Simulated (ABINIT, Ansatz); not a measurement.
**WS2 (Tungstenite): one start, several treatments of the self-energy**

Wanted: the gap of WS2 (Tungstenite) under several approximations, with cost.

Calculated with ABINIT 10.8.3; PBE and many-body steps on it, plane waves.

**1. The structure**

It takes space group P6_3/mmc (No. 194, hexagonal). The conventional cell has a = 3.153 Å, b = 3.153 Å, c = 12.323 Å, α = 90.00°, β = 90.00°, γ = 120.00°. Nearest to W lie 6 S at 2.40 Å. Nearest to S lie 3 W at 2.40 Å. Farther neighbours and most contacts between anions are not listed.

The cell and positions come from the Crystallography Open Database and are kept as given unless a step says otherwise. Spin-orbit coupling is left out unless a step names it.

**2. Empty states on the mesh, 6×6×1 mesh, 715 bands**

This step: ABINIT 10.8.3; DFT, PBE, plane waves, norm-conserving pseudopotentials.

The sums over transitions need many empty states on a uniform mesh; this step solves for them.

File run.abi:

```
acell 3*1.0 Angstrom
rprim 
  3.153199999992 0.000000000002 0.000000000000
  -1.576599999998 2.730751303206 0.000000000000
  0.000000000000 0.000000000000 12.323000000000
ntypat 2
znucl 74 16
natom 6
typat 1 1 2 2 2 2
xred 
  0.333333333333 0.666666666667 0.250000000000
  0.666666666667 0.333333333333 0.750000000000
  0.333333333333 0.666666666667 0.622500000000
  0.666666666667 0.333333333333 0.122500000000
  0.333333333333 0.666666666667 0.877500000000
  0.666666666667 0.333333333333 0.377500000000
pp_dirpath "pseudos"
pseudos "W.upf, S.upf"
ecut 31
ngkpt 6 6 1
nshiftk 1
shiftk 0 0 0
kptopt 1
chksymbreak 0
irdden 1
istwfk *1
nband 715
prtvol 0
optdriver 6
gwr_task "HDIAGO"
paral_kgb 0
occopt 1
indata_prefix "in"
outdata_prefix "out"
tmpdata_prefix "tmp"
```

Launch:

```console
> OMP_NUM_THREADS=1 mpirun -n 8 abinit run.abi > log
```

The log of the run:

```text
.Version 10.8.3 of ABINIT. v10.8.2 released Aug 2026.

 Symmetries : space group P6_3/m m c (#194); Bravais hP (primitive hexag.)
[... echo of the input left out ...]
== DATASET  1 ==================================================================
-   mpi_nproc: 8, omp_nthreads: 1 (-1 if OMP is not activated)

--- !DatasetInfo
iteration_state: {dtset: 1, }
dimensions: {natom: 6, nkpt: 7, mband: 715, nsppol: 1, nspinor: 1, nspden: 1, mpw: 5929, }
cutoff_energies: {ecut:  31.0, pawecutdg:  -1.0, }
[...]
Indirect band gap semiconductor
 Fundamental gap:     0.981 (eV)
   VBM:     9.509 (eV) at k: [ 0.0000E+00,  0.0000E+00,  0.0000E+00]
   CBM:    10.490 (eV) at k: [ 1.6667E-01,  1.6667E-01,  0.0000E+00]
 Direct gap:         1.837 (eV) at k: [ 3.3333E-01,  3.3333E-01,  0.0000E+00]

== END DATASET(S) ==============================================================
================================================================================

 -outvars: echo values of variables after computation  --------
           etotal      0.0000000000E+00
            nband         715
             nkpt           7
          spgroup         194
 [... the other variables as echoed above ...]

 Calculation completed.
```

Run time: 2.3 min. Hardware: 8 MPI ranks of Arm Neoverse V2, shared host; peak memory 15 GiB.

Numbers from this step:

```yaml
gap: 0.9806 eV
k_of_the_valence_top: 0, 0, 0
k_of_the_conduction_bottom: 0.1667, 0.1667, 0
least_direct_gap: 1.837 eV
k_points_computed: 7
lowest_point_of_the_top_converged_band_above_the_valence_top: 182.8238 eV
```

On this mesh the gap is 0.981 eV.

The density comes from a self-consistent run that is not shown.

**3. Screening, 6×6×1 mesh, 303 bands, screening to 176.9 eV**

The RPA dielectric matrix is built and inverted for each q.

This step: RPA screening on PBE, plane waves, norm-conserving pseudopotentials.

run.abi: that of step 2 with these lines changed.

```diff
@@ -24,10 +24,11 @@
 chksymbreak 0
-irdden 1
 istwfk *1
-nband 715
-prtvol 0
-optdriver 6
-gwr_task "HDIAGO"
-paral_kgb 0
 occopt 1
+irdwfk 1
+optdriver 3
+nband 303
+ecuteps 6.5
+inclvkb 2
+awtr 1
+symchi 1
 indata_prefix "in"
```

The log of the run:

```text
.Version 10.8.3 of ABINIT. v10.8.2 released Aug 2026.

 Symmetries : space group P6_3/m m c (#194); Bravais hP (primitive hexag.)
[... echo of the input left out ...]
== DATASET  1 ==================================================================
-   mpi_nproc: 8, omp_nthreads: 1 (-1 if OMP is not activated)

--- !DatasetInfo
iteration_state: {dtset: 1, }
dimensions: {natom: 6, nkpt: 7, mband: 303, nsppol: 1, nspinor: 1, nspden: 1, mpw: 5929, }
cutoff_energies: {ecut:  31.0, pawecutdg:  -1.0, }
electrons: {nelect:   5.20000000E+01, charge:   0.00000000E+00, occopt:   1.00000000E+00, tsmear:   1.00000000E-02, }

 SCREENING: Calculation of the susceptibility and dielectric matrices

 Based on a program developped by R.W. Godby, V. Olevano, G. Onida, and L. Reining.
 Incorporated in ABINIT by V. Olevano, G.-M. Rignanese, and M. Torrent.
.Using double precision arithmetic ; gwpc =  8

[... cell and pseudopotentials left out ...]
--------------------------------------------------------------------------------

 ==== K-mesh for the wavefunctions ====
 Number of points in the irreducible wedge :     7
[... list of points left out ...]
 Together with 24 symmetry operations and time-reversal symmetry
 yields    36 points in the full Brillouin Zone.

 ==== Q-mesh for the screening function ====
 Number of points in the irreducible wedge :     7
[... list of points left out ...]
 Together with 24 symmetry operations and time-reversal symmetry
 yields    36 points in the full Brillouin Zone.

 setmesh: FFT mesh size selected  =    20x   20x   90
          total number of points  =        36000

 vcoul_init : cutoff-mode = AUXILIARY_FUNCTION
 q-points for optical limit:   1
     1)      0.000010    0.000020    0.000030

- screening: taking advantage of time-reversal symmetry
- Maximum band index for partially occupied states nbvw = 26
- Remaining bands to be divided among processors   nbcw = 277
- Number of bands treated by each node ~34

 Number of electrons calculated from density =   52.0000; Expected =   52.0000
 average of density, n =  0.072620
 r_s =    1.4869
 omega_plasma =   25.9946 [eV]

 calculating chi0 at frequencies [eV] :
  1    0.000000E+00    0.000000E+00
  2    0.000000E+00    2.599465E+01

--------------------------------------------------------------------------------
  q-point number  1        q = ( 0.000000, 0.000000, 0.000000) [r.l.u.]
--------------------------------------------------------------------------------
[... chi0 elements left out ...]
 For q-point:  0.000010 0.000020 0.000030
  dielectric constant =  13.5116
  dielectric constant without local fields =  15.0823

  Average fulfillment of the sum rule on Im[epsilon] for q-point    1 :     91.01  [%]
[... wings left out ...]
  q-point number  2        q = ( 0.166667, 0.000000, 0.000000) [r.l.u.]
--------------------------------------------------------------------------------
[... chi0 elements left out ...]
  Average fulfillment of the sum rule on Im[epsilon] for q-point    2 :     92.49  [%]

 [... 5 further q-points ...]
```

The job ended after 3 min (8 MPI ranks; peak memory 3.4 GiB).

This step gave:

```
ε∞ with local fields, on this mesh, along the program's q direction : 13.51
the same without local fields                                       : 15.08
plasma frequency                                                    : 25.99 eV
plane waves in the screening matrix                                 : 573
```

Local fields lower ε∞ by 10 %. On a Γ-centred mesh this coarse the value itself is usually too large, while a short band sum pulls it down.

**4. G0W0, Godby-Needs plasmon pole**

The self-energy is evaluated for the states that the input lists, and the levels follow from it, in one-shot runs by the linearised quasiparticle equation.

This step: G0W0 on PBE, plane waves, norm-conserving pseudopotentials.

run.abi: that of step 3 with these lines changed.

```diff
@@ -27,8 +27,19 @@
 irdwfk 1
-optdriver 3
+optdriver 4
 nband 303
+gwcalctyp 0
+ecutsigx 31
+symsigma 1
+nkptgw 3
+kptgw 
+  0.0000000000 0.0000000000 0.0000000000
+  0.1666666667 0.1666666667 0.0000000000
+  0.3333333333 0.3333333333 0.0000000000
+bdgw 
+  25 28
+  25 28
+  25 28
 ecuteps 6.5
-inclvkb 2
-awtr 1
-symchi 1
+irdscr 1
+ppmodel 1
 indata_prefix "in"
```

The log of the run:

```text
.Version 10.8.3 of ABINIT. v10.8.2 released Aug 2026.

 Symmetries : space group P6_3/m m c (#194); Bravais hP (primitive hexag.)
[... echo of the input left out ...]
== DATASET  1 ==================================================================
-   mpi_nproc: 8, omp_nthreads: 1 (-1 if OMP is not activated)

--- !DatasetInfo
iteration_state: {dtset: 1, }
dimensions: {natom: 6, nkpt: 7, mband: 303, nsppol: 1, nspinor: 1, nspden: 1, mpw: 5929, }
cutoff_energies: {ecut:  31.0, pawecutdg:  -1.0, }
electrons: {nelect:   5.20000000E+01, charge:   0.00000000E+00, occopt:   1.00000000E+00, tsmear:   1.00000000E-02, }

 SIGMA: Calculation of the GW corrections

 Based on a program developped by R.W. Godby, V. Olevano, G. Onida, and L. Reining.
 Incorporated in ABINIT by V. Olevano, G.-M. Rignanese, and M. Torrent.
.Using double precision arithmetic ; gwpc =  8

[... cell and pseudopotentials left out ...]
--------------------------------------------------------------------------------

 ==== K-mesh for the wavefunctions ====
 Number of points in the irreducible wedge :     7
[... list of points left out ...]
 Together with 24 symmetry operations and time-reversal symmetry
 yields    36 points in the full Brillouin Zone.

 ==== Q-mesh for screening function ====
 Number of points in the irreducible wedge :     7
[... list of points left out ...]
 Together with 24 symmetry operations and time-reversal symmetry
 yields    36 points in the full Brillouin Zone.

 vcoul_init : cutoff-mode = AUXILIARY_FUNCTION
 q-points for optical limit:   1
     1)      0.000010    0.000020    0.000030
 setmesh: FFT mesh size selected  =    25x   25x  120
          total number of points  =        75000

 Number of electrons calculated from density =   52.0000; Expected =   52.0000
 average of density, n =  0.072620
 r_s =    1.4869
 omega_plasma =   25.9946 [eV]

 === KS Band Gaps ===
  >>>> For spin  1
   Minimum direct gap =   1.8369 [eV], located at k-point      :   0.3333  0.3333  0.0000
   Fundamental gap    =   0.9806 [eV], Top of valence bands at :   0.0000  0.0000  0.0000
                                       Bottom of conduction at :   0.1667  0.1667  0.0000
 SIGMA fundamental parameters:
 PLASMON POLE MODEL  1
 number of plane-waves for SigmaX                 5885
 number of plane-waves for SigmaC and W            573
 number of plane-waves for wavefunctions          5885
 number of bands                                   303
 number of independent spin polarizations            1
 number of spinorial components                      1
 number of k-points in IBZ                           7
 number of q-points in IBZ                           7
 number of symmetry operations                      24
 number of k-points in BZ                           36
 number of q-points in BZ                           36
 number of frequencies for dSigma/dE                 9
 frequency step for dSigma/dE [eV]                0.25
 number of omega for Sigma on real axis              0
 max omega for Sigma on real axis  [eV]           0.00
 zcut for avoiding poles [eV]                     0.10

 EPSILON^-1 parameters (SCR file):
 dimension of the eps^-1 matrix on file            573
 dimension of the eps^-1 matrix used               573
 number of plane-waves for wavefunctions          5885
 number of bands                                   303
 number of q-points in IBZ                           7
 number of frequencies                               2
 number of real frequencies                          1
 number of imag frequencies                          1

 matrix elements of self-energy operator (all in [eV])

 Perturbative Calculation

--- !SelfEnergy_ee
iteration_state: {dtset: 1, }
kpoint     : [   0.000,    0.000,    0.000, ]
spin       : 1
KS_gap     :    2.311
QP_gap     :    2.761
Delta_QP_KS:    0.450
data: !SigmaeeData |
     Band     E0 <VxcDFT>   SigX SigC(E0)      Z dSigC/dE  Sig(E)    E-E0       E
       25   8.288 -14.458 -15.573   0.949   0.787  -0.271 -14.589  -0.131   8.157
       26   9.509 -15.590 -16.105   0.435   0.784  -0.276 -15.652  -0.063   9.446
       27  11.820 -15.225 -10.553  -4.180   0.787  -0.271 -14.838   0.387  12.207
       28  11.820 -15.225 -10.553  -4.180   0.787  -0.271 -14.838   0.387  12.207

--- !SelfEnergy_ee
iteration_state: {dtset: 1, }
kpoint     : [   0.167,    0.167,    0.000, ]
spin       : 1
KS_gap     :    2.486
QP_gap     :    2.854
Delta_QP_KS:    0.368
data: !SigmaeeData |
     Band     E0 <VxcDFT>   SigX SigC(E0)      Z dSigC/dE  Sig(E)    E-E0       E
       25   7.976 -15.191 -16.569   1.225   0.783  -0.278 -15.311  -0.120   7.856
       26   8.004 -15.258 -16.559   1.189   0.783  -0.278 -15.346  -0.088   7.916
[...]
--- !SelfEnergy_ee
iteration_state: {dtset: 1, }
kpoint     : [   0.333,    0.333,    0.000, ]
spin       : 1
KS_gap     :    1.837
QP_gap     :    2.395
Delta_QP_KS:    0.558
data: !SigmaeeData |
     Band     E0 <VxcDFT>   SigX SigC(E0)      Z dSigC/dE  Sig(E)    E-E0       E
[...]
26   8.977 -15.421 -15.957   0.483   0.787  -0.271 -15.463  -0.042   8.935
       27  10.814 -16.363 -11.961  -3.747   0.787  -0.271 -15.847   0.516  11.330
       28  10.814 -16.363 -11.961  -3.747   0.787  -0.271 -15.847   0.516  11.330

== END DATASET(S) ==============================================================
================================================================================

 -outvars: echo values of variables after computation  --------
           etotal      0.0000000000E+00
            nband         303
             nkpt           7
          spgroup         194
 [... the other variables as echoed above ...]

 Calculation completed.
```

Run time: 77 s. Hardware: 8 MPI ranks; peak memory 3.3 GiB.

Numbers from this step:

| Item | Value |
| --- | --- |
| G0W0 gap on the points computed | 1.324 eV |
| starting gap on the mesh | 0.9806 eV |
| k of the valence top | 0, 0, 0 |
| k of the conduction bottom | 0.1667, 0.1667, 0 |
| Z at the valence top | 0.784 |
| Z at the conduction bottom | 0.793 |
| least direct G0W0 gap on the computed points | 2.395 eV |

The gap on the mesh goes from 0.98 eV to 1.32 eV, a correction of +0.34 eV.

**5. G0W0, Engel-Farid plasmon pole**

run.abi: that of step 4 with these lines changed.

```diff
@@ -43,3 +43,3 @@
 irdscr 1
-ppmodel 1
+ppmodel 4
 indata_prefix "in"
```

The log of the run:

```text
.Version 10.8.3 of ABINIT. v10.8.2 released Aug 2026.

 Symmetries : space group P6_3/m m c (#194); Bravais hP (primitive hexag.)
[... echo of the input left out ...]
== DATASET  1 ==================================================================
-   mpi_nproc: 8, omp_nthreads: 1 (-1 if OMP is not activated)

--- !DatasetInfo
iteration_state: {dtset: 1, }
dimensions: {natom: 6, nkpt: 7, mband: 303, nsppol: 1, nspinor: 1, nspden: 1, mpw: 5929, }
cutoff_energies: {ecut:  31.0, pawecutdg:  -1.0, }
electrons: {nelect:   5.20000000E+01, charge:   0.00000000E+00, occopt:   1.00000000E+00, tsmear:   1.00000000E-02, }

 SIGMA: Calculation of the GW corrections

 Based on a program developped by R.W. Godby, V. Olevano, G. Onida, and L. Reining.
 Incorporated in ABINIT by V. Olevano, G.-M. Rignanese, and M. Torrent.
.Using double precision arithmetic ; gwpc =  8

[... cell and pseudopotentials left out ...]
--------------------------------------------------------------------------------

 ==== K-mesh for the wavefunctions ====
 Number of points in the irreducible wedge :     7
[... list of points left out ...]
 Together with 24 symmetry operations and time-reversal symmetry
 yields    36 points in the full Brillouin Zone.

 ==== Q-mesh for screening function ====
 Number of points in the irreducible wedge :     7
[... list of points left out ...]
 Together with 24 symmetry operations and time-reversal symmetry
 yields    36 points in the full Brillouin Zone.

 vcoul_init : cutoff-mode = AUXILIARY_FUNCTION
 q-points for optical limit:   1
     1)      0.000010    0.000020    0.000030
 setmesh: FFT mesh size selected  =    25x   25x  120
          total number of points  =        75000

 Number of electrons calculated from density =   52.0000; Expected =   52.0000
[...]
number of plane-waves for wavefunctions          5885
 number of bands                                   303
 number of q-points in IBZ                           7
 number of frequencies                               2
 number of real frequencies                          1
 number of imag frequencies                          1

 matrix elements of self-energy operator (all in [eV])

 Perturbative Calculation

--- !SelfEnergy_ee
iteration_state: {dtset: 1, }
kpoint     : [   0.000,    0.000,    0.000, ]
spin       : 1
KS_gap     :    2.311
QP_gap     :    2.793
Delta_QP_KS:    0.482
data: !SigmaeeData |
     Band     E0 <VxcDFT>   SigX SigC(E0)      Z dSigC/dE  Sig(E)    E-E0       E
       25   8.288 -14.458 -15.573   0.694   0.798  -0.254 -14.793  -0.336   7.952
       26   9.509 -15.590 -16.105   0.172   0.795  -0.258 -15.863  -0.273   9.236
       27  11.820 -15.225 -10.553  -4.411   0.797  -0.254 -15.016   0.209  12.028
[...]
--- !SelfEnergy_ee
iteration_state: {dtset: 1, }
kpoint     : [   0.167,    0.167,    0.000, ]
spin       : 1
KS_gap     :    2.486
QP_gap     :    2.905
Delta_QP_KS:    0.420
data: !SigmaeeData |
     Band     E0 <VxcDFT>   SigX SigC(E0)      Z dSigC/dE  Sig(E)    E-E0       E
[...]
--- !SelfEnergy_ee
iteration_state: {dtset: 1, }
kpoint     : [   0.333,    0.333,    0.000, ]
spin       : 1
KS_gap     :    1.837
QP_gap     :    2.427
Delta_QP_KS:    0.590
data: !SigmaeeData |
     Band     E0 <VxcDFT>   SigX SigC(E0)      Z dSigC/dE  Sig(E)    E-E0       E
[...]
27  10.814 -16.363 -11.961  -3.993   0.801  -0.248 -16.035   0.328  11.142
       28  10.814 -16.363 -11.961  -3.993   0.801  -0.248 -16.035   0.328  11.142

== END DATASET(S) ==============================================================
================================================================================

 -outvars: echo values of variables after computation  --------
           etotal      0.0000000000E+00
            nband         303
             nkpt           7
          spgroup         194
 [... the other variables as echoed above ...]

 Calculation completed.
```

Elapsed: 29 s, on 8 MPI ranks; peak memory 2.8 GiB.

Numbers from this step:

```yaml
g0w0_gap_on_the_points_computed: 1.356 eV
starting_gap_on_the_mesh: 0.9806 eV
k_of_the_valence_top: 0, 0, 0
k_of_the_conduction_bottom: 0.1667, 0.1667, 0
z_at_the_valence_top: 0.795
z_at_the_conduction_bottom: 0.804
least_direct_g0w0_gap_on_the_computed_points: 2.426 eV
```

Against G0W0 in ABINIT (6×6×1 mesh, 303 bands, screening to 176.9 eV, Godby-Needs plasmon pole), the gap moves by +0.032 eV.

**6. G0W0, von der Linden-Horsch plasmon pole**

run.abi: that of step 5 with these lines changed.

```diff
@@ -43,3 +43,3 @@
 irdscr 1
-ppmodel 4
+ppmodel 3
 indata_prefix "in"
```

The log of the run:

```text
.Version 10.8.3 of ABINIT. v10.8.2 released Aug 2026.

 Symmetries : space group P6_3/m m c (#194); Bravais hP (primitive hexag.)
[... echo of the input left out ...]
== DATASET  1 ==================================================================
-   mpi_nproc: 8, omp_nthreads: 1 (-1 if OMP is not activated)

--- !DatasetInfo
iteration_state: {dtset: 1, }
dimensions: {natom: 6, nkpt: 7, mband: 303, nsppol: 1, nspinor: 1, nspden: 1, mpw: 5929, }
cutoff_energies: {ecut:  31.0, pawecutdg:  -1.0, }
[...]
Band     E0 <VxcDFT>   SigX SigC(E0)      Z dSigC/dE  Sig(E)    E-E0       E
[...]
27  10.814 -16.363 -11.961  -4.047   0.823  -0.216 -16.070   0.293  11.107
       28  10.814 -16.363 -11.961  -4.047   0.823  -0.216 -16.070   0.293  11.107

== END DATASET(S) ==============================================================
================================================================================

 -outvars: echo values of variables after computation  --------
           etotal      0.0000000000E+00
            nband         303
             nkpt           7
          spgroup         194
 [... the other variables as echoed above ...]

 Calculation completed.
```

Elapsed: 30 s, on 8 MPI ranks; peak memory 2.7 GiB; 4 min of CPU time.

Numbers from this step:

- G0W0 gap on the points computed: 1.337 eV
- starting gap on the mesh: 0.9806 eV
- k of the valence top: 0, 0, 0
- k of the conduction bottom: 0.1667, 0.1667, 0
- least direct G0W0 gap on the computed points: 2.486 eV

Against G0W0 in ABINIT (6×6×1 mesh, 303 bands, screening to 176.9 eV, Godby-Needs plasmon pole), the gap moves by +0.013 eV.

(Continued in part 2 of 2.)

[Paths, hosts, dates, memory and timing lines, banners, echoed tables and standing remarks are left out of the program output.]

[Logs are printed without paths, hosts, clocks, repeated set-up lines and the standing remarks that a program may print on its own settings, such as how far it seeks lower states.]

[Runs of the session that timed out or met a known fault of the program may be left out.]

[Hosts, paths, dates, database ids (printed as entryN), source tags and the programs' standing remarks are cut or masked in the printed files.]

[G0W0 gaps are taken among the corrected bands and points alone; a level outside them can change the order at an edge.]

[Where Ansatz stands beside ABINIT at settings called matched, ABINIT's density can come from a denser mesh and the files from another edition; pairs whose starting gaps differed by over 0.03 eV were left out, so agreement reads better than it is.]
